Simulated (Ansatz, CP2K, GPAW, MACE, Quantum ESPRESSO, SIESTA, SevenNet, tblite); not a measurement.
# CP2K on (5,5) carbon nanotube bundle (80 atoms): settings against a plane-wave reference, part 2 of 2

Wanted: CP2K inputs and outputs for (5,5) carbon nanotube bundle (80 atoms), checked against a plane-wave reference.

Program: CP2K 2026.2; the method stands at each step. Banners, paths, timers and routine set-up lines are dropped from the logs unmarked, and long logs keep their key lines alone; longer cuts are marked.

So far. Step 2 (PBE, DZVP-UZH, 450/50 Ry, diagonalisation): Forces lie 1.5 % from the reference's, at 1.5 times its CPU time (on 4 against 2 cores). Step 3 (PBE+D3, DZVP-UZH, 450/50 Ry, diagonalisation): Against the first run (1.5 %), the force difference from the reference is 2.1 %, at 1.0 times the CPU time; the model has changed, so this is no error of the program alone.

## (4) PBE, DZVP-UZH, 450/30 Ry, diagonalisation

Method: Kohn-Sham DFT, PBE, GTH-PBE pseudopotentials, Gaussian and plane waves, DZVP-MOLOPT (UZH set), diagonalisation.

File input.inp:

```
&GLOBAL
  PROJECT cell
  RUN_TYPE ENERGY_FORCE
  PRINT_LEVEL LOW
&END GLOBAL
&FORCE_EVAL
  METHOD QS
  STRESS_TENSOR ANALYTICAL
  &DFT
    BASIS_SET_FILE_NAME BASIS_MOLOPT_UZH
    POTENTIAL_FILE_NAME POTENTIAL_UZH
    &MGRID
      CUTOFF 450
      REL_CUTOFF 30
    &END MGRID
    &QS
      EPS_DEFAULT 1.0E-12
    &END QS
    &SCF
      SCF_GUESS ATOMIC
      EPS_SCF 5.0E-06
      MAX_SCF 200
      ADDED_MOS 36
      &DIAGONALIZATION
        ALGORITHM STANDARD
      &END DIAGONALIZATION
      &SMEAR ON
        METHOD FERMI_DIRAC
        ELECTRONIC_TEMPERATURE [K] 580
      &END SMEAR
      &MIXING
        METHOD BROYDEN_MIXING
        ALPHA 0.15
        NBROYDEN 12
      &END MIXING
      &PRINT
        &RESTART OFF
        &END RESTART
      &END PRINT
    &END SCF
    &XC
      &XC_FUNCTIONAL PBE
      &END XC_FUNCTIONAL
    &END XC
    &PRINT
      &MULLIKEN ON
      &END MULLIKEN
      &HIRSHFELD ON
        SHAPE_FUNCTION DENSITY
      &END HIRSHFELD
      &MO ON
        EIGENVALUES T
        OCCUPATION_NUMBERS T
        MO_INDEX_RANGE 149 172
        &EACH
          QS_SCF 0
        &END EACH
        ADD_LAST NUMERIC
      &END MO
    &END PRINT
  &END DFT
  &SUBSYS
    &CELL
      A 10.08135 0.00000 0.00000
      B -5.04067 8.73070 0.00000
      C 0.00000 0.00000 9.84000
    &END CELL
    &COORD
[... 80 atom lines left out: the same atoms as in the first run ...]
    &END COORD
    &KIND C
      BASIS_SET DZVP-MOLOPT-PBE-GTH-q4
      POTENTIAL GTH-PBE-q4
    &END KIND
  &END SUBSYS
  &PRINT
    &FORCES ON
    &END FORCES
    &STRESS_TENSOR ON
    &END STRESS_TENSOR
  &END PRINT
&END FORCE_EVAL
```

Launch:

```console
OMP_NUM_THREADS=1 mpirun -np 4 cp2k.psmp -i input.inp > output.txt
```

Numbers of over 12 decimals in the logs are rounded to 6 here.

The program printed:

```text
CP2K| version string:                                       CP2K version 2026.2
 CP2K| Input file name                                                 input.inp
 GLOBAL| Basis set file name                                    BASIS_MOLOPT_UZH
 GLOBAL| Potential file name                                       POTENTIAL_UZH
[... lines left out ...]
 Number of electrons:                                                        320
[... lines left out ...]
  Step     Update method      Time    Convergence         Total energy    Change
[... lines left out ...]
  *** SCF run converged in    17 steps ***
[... lines left out ...]
  Fermi energy:                                                 0.147462
  Total energy:                                              -454.357338
  Total energy (extrapolated to T->0):                       -454.357335
[... lines left out ...]
 MO| E(Fermi):            0.147462 a.u.          4.012643 eV
[... lines left out ...]
 ENERGY| Total FORCE_EVAL ( QS ) energy [hartree]           -454.357292
[... lines left out ...]
 FORCES|      1  2.03862452E-02  9.08988263E-02 -4.67546299E-02   1.04231430E-01
 FORCES|      2 -1.46598752E-02  2.32242216E-02  2.40276103E-02   3.64911286E-02
 FORCES|      3  2.96134693E-02 -5.51890563E-02 -1.31044140E-01   1.45242405E-01
[...]
FORCES|     79  8.93163190E-03  5.33385938E-02  3.90327198E-02   6.66958234E-02
 FORCES|     80 -1.51060632E-02 -1.67505737E-01  1.05236023E-01   1.98396033E-01
 FORCES| Sum     2.01638877E-05 -3.06872611E-05  1.47846224E-04
 FORCES| Total atomic force                                       1.52337771E-04
 STRESS| Analytical stress tensor [bar]
 STRESS|                        x                   y                   z
 STRESS|      x        1.05083839765E+05  -7.08372250179E+03   1.31320228892E+04
 STRESS|      y       -7.08372250179E+03   1.49822301746E+05  -2.77717499298E+03
 STRESS|      z        1.31320228892E+04  -2.77717499298E+03   6.39661250131E+04
 STRESS| 1/3 Trace                                             1.06290755508E+05
```

Run time: 89 s. Hardware: 4 MPI ranks of Arm Neoverse V1, shared host; peak memory 2.7 GiB.

Compared with the plane-wave run:

```yaml
r_m_s_force_component: 3.633 eV/Å
r_m_s_difference_of_force_components: 54.94 meV/Å
longest_difference_of_force_vectors: 177.1 meV/Å
force_difference_over_r_m_s_force: 1.533 %
slope_of_forces_against_the_reference_s: 1.014
correlation_of_force_components: 1
pressure: 10.63 GPa
pressure_difference: 0.6131 GPa
energy_less_the_same_level_run_s: -0.0085 meV/atom
r_m_s_force_difference_from_the_same_level_run: 0.093 meV/Å
```

This is a coarse setting, run to see what it loses.

Against the first run (1.5 %), the force difference from the reference is 1.5 %, at 0.79 times the CPU time: the change moves forces by 0.093 meV/Å r.m.s., so most of the difference comes from elsewhere.

## (5) PBE, DZVP-MOLOPT, 450/50 Ry, diagonalisation

Method: Kohn-Sham DFT, PBE, GTH-PBE pseudopotentials, Gaussian and plane waves, DZVP-MOLOPT-GTH, diagonalisation.

Edit input.inp of step 4 so:

```diff
@@ -9,7 +9,7 @@
   &DFT
-    BASIS_SET_FILE_NAME BASIS_MOLOPT_UZH
-    POTENTIAL_FILE_NAME POTENTIAL_UZH
+    BASIS_SET_FILE_NAME BASIS_MOLOPT
+    POTENTIAL_FILE_NAME GTH_POTENTIALS
     &MGRID
       CUTOFF 450
-      REL_CUTOFF 30
+      REL_CUTOFF 50
     &END MGRID
@@ -68,6 +68,31 @@
     &COORD
-[... 80 atom lines left out: the same atoms as in the first run ...]
+      SCALED
+      C 0.36831 0.07859 0.12432
+      C 0.38901 0.15384 0.99695
+      C 0.37427 0.29408 0.00707
+      C 0.33234 0.32989 0.12140
+      C 0.23445 0.38922 0.12502
+      C 0.14582 0.37087 0.25608
+      C 0.99742 0.32948 0.00347
+      C 0.91723 0.29025 0.11772
+      C 0.77202 0.15265 0.13027
+      C 0.71041 0.07622 0.25448
+      C 0.62400 0.91278 0.99051
+      C 0.61086 0.84554 0.12711
+      C 0.63395 0.70995 0.13475
+      C 0.65052 0.65117 0.24708
+      C 0.77479 0.62645 0.25368
+      C 0.84139 0.62504 0.12164
+      C 0.99033 0.66434 0.12195
+      C 0.08438 0.71884 0.24548
+      C 0.22960 0.84707 0.25056
+      C 0.29750 0.92963 0.12676
+[... 56 atom lines left out ...]
+      C 0.00565 0.66528 0.87296
+      C 0.07857 0.71533 0.99687
+      C 0.23301 0.83911 0.99462
+      C 0.29640 0.92402 0.86561
     &END COORD
     &KIND C
-      BASIS_SET DZVP-MOLOPT-PBE-GTH-q4
+      BASIS_SET DZVP-MOLOPT-GTH-q4
       POTENTIAL GTH-PBE-q4
```

The program printed:

```text
CP2K| version string:                                       CP2K version 2026.2
 CP2K| Input file name                                                 input.inp
 GLOBAL| Basis set file name                                        BASIS_MOLOPT
 GLOBAL| Potential file name                                      GTH_POTENTIALS
 GLOBAL| Run type                                                   ENERGY_FORCE
 GLOBAL| Total number of message passing processes                             4
 GLOBAL| Number of threads for this process                                    1
[... lines left out ...]
                        Smear method:                                FERMI_DIRAC
[... lines left out ...]
 Number of electrons:                                                        320
[... lines left out ...]
  Step     Update method      Time    Convergence         Total energy    Change
[... lines left out ...]
  *** SCF run converged in    17 steps ***
[... lines left out ...]
  Fermi energy:                                                 0.146882
  Total energy:                                              -454.510534
  Total energy (extrapolated to T->0):                       -454.510531
[... lines left out ...]
 MO| E(Fermi):            0.146882 a.u.          3.996864 eV
[... lines left out ...]
     80       C      1       4.000          4.008                        -0.008
  Total Charge                                                           -0.000
 !-----------------------------------------------------------------------------!
 ENERGY| Total FORCE_EVAL ( QS ) energy [hartree]           -454.510421
 FORCES| Atomic forces [hartree/bohr]
 FORCES|   Atom     x               y               z               |f|
 FORCES|      1  2.03757350E-02  9.03756053E-02 -4.64646424E-02   1.03643059E-01
 FORCES|      2 -1.47928655E-02  2.30910786E-02  2.40150019E-02   3.64519835E-02
 FORCES|      3  2.91649100E-02 -5.51612858E-02 -1.30553486E-01   1.44698211E-01
[...]
FORCES|     79  8.43457255E-03  5.31381973E-02  3.88834059E-02   6.63832002E-02
 FORCES|     80 -1.52917416E-02 -1.66534622E-01  1.04672940E-01   1.97291769E-01
 FORCES| Sum     3.09137801E-05 -8.55351413E-06  1.27345320E-04
 FORCES| Total atomic force                                       1.31322713E-04
 STRESS| Analytical stress tensor [bar]
 STRESS|                        x                   y                   z
 STRESS|      x        1.01544097812E+05  -7.10283701881E+03   1.29856640415E+04
 STRESS|      y       -7.10283701881E+03   1.46381264179E+05  -2.70138957956E+03
 STRESS|      z        1.29856640415E+04  -2.70138957956E+03   5.97371483446E+04
 STRESS| 1/3 Trace                                             1.02554170112E+05
```

The job ended after 21 min (4 MPI ranks; peak memory 3.1 GiB; 83 min of CPU time).

Numbers from this run, and their distance from the reference:

* r.m.s. force component: 3.616 eV/Å
* r.m.s. difference of force components: 38.11 meV/Å
* longest difference of force vectors: 126.4 meV/Å
* force difference over r.m.s. force: 1.064 %
* slope of forces against the reference's: 1.009
* correlation of force components: 1
* pressure: 10.26 GPa
* pressure difference: 0.2394 GPa

Against the first run (1.5 %), the force difference from the reference is 1.1 %, at 11 times the CPU time, with 1040 basis functions against 1040; this set comes with other potentials too, so the change isn't the basis's alone.

## (6) All runs compared

Differences are against the plane-wave reference, forces as r.m.s. over components; share is that over the reference's r.m.s. force, slope the least-squares factor from reference forces to these. Total energies of different programs have different zeros and aren't compared.

```
                                                    run  Δ force, r.m.s. (meV/Å)  share (%)  slope  Δ pressure (GPa)  cores  CPU time  memory (GiB)
                                              reference                        -          -      -                 -      2   4.9 min           1.8
         CP2K PBE, DZVP-UZH, 450/50 Ry, diagonalisation                     54.9       1.53  1.014             0.611      4   7.5 min           2.8
      CP2K PBE+D3, DZVP-UZH, 450/50 Ry, diagonalisation                     75.6       2.11  1.018             0.308      4   7.6 min           2.8
CP2K PBE, DZVP-UZH, 450/30 Ry, diagonalisation (coarse)                     54.9       1.53  1.014             0.613      4     6 min           2.7
      CP2K PBE, DZVP-MOLOPT, 450/50 Ry, diagonalisation                     38.1       1.06  1.009             0.239      4    83 min           3.1
```

Rows marked coarse were listed beforehand as settings not expected to be converged; some can still land near the reference.

CPU time is summed over cores on a shared host, where runs went side by side, so it is rough. Symmetry, cutoffs, thresholds, outputs and thread counts weren't matched or tuned between programs; memory under MPI is the largest rank's times the ranks.

Within one program, basis, potentials and functional, energies share a zero. Each run against its twin at the usual cutoff or grid and solver:

```
                                           run                                  twin  Δ energy (meV/atom)  Δ force, r.m.s. (meV/Å)  CPU time over the twin's
CP2K PBE, DZVP-UZH, 450/30 Ry, diagonalisation  DZVP-UZH, 450/50 Ry, diagonalisation              -0.0085                    0.093                      0.79
```

## (7) Summary of results

```yaml
nearest_in_forces: CP2K PBE, DZVP-MOLOPT, 450/50 Ry, diagonalisation, 1.1 %
its_cpu_time: 83 min
```

**Reading.** The PBE runs in local orbitals, coarse settings apart, differ by 1.1 % (CP2K PBE, DZVP-MOLOPT, 450/50 Ry, diagonalisation) to 1.5 % (CP2K PBE, DZVP-UZH, 450/50 Ry, diagonalisation); basis, grid and potentials can all enter. Rows with another functional or a dispersion term differ by 2.1 % (CP2K PBE+D3, DZVP-UZH, 450/50 Ry, diagonalisation), which mixes the change of model with differences of basis and potentials. Runs with settings chosen to be coarse differ by 1.5 % (CP2K PBE, DZVP-UZH, 450/30 Ry, diagonalisation), their programs' other errors included. None of the electronic-structure runs in the table takes under half the reference's CPU time of 4.9 min; they take 1.2 to 17 times as much. The reference's pressure holds the uncorrected Pulay stress of its 45 Ry basis, so small pressure differences, and their order, may be the reference's own error. The reference's stress is far from hydrostatic: its diagonal is 9.9, 14.4, 5.7 GPa, compression counted positive. The reference's pressure of 10 GPa belongs to a cell and atoms that aren't relaxed at this level. The electronic-structure runs sample only Γ, in a cell whose shortest periodic width is 9 Å.

[Also dropped from logs without a mark: logging warnings of Python, and SIESTA's first energy breakdown and zero terms.]

[Logs are printed without paths, hosts, clocks, repeated set-up lines and the standing remarks that a program may print on its own settings, such as how far it seeks lower states.]

[Hosts, paths, dates, database ids (printed as entryN), source tags and the programs' standing remarks are cut or masked in the printed files.]
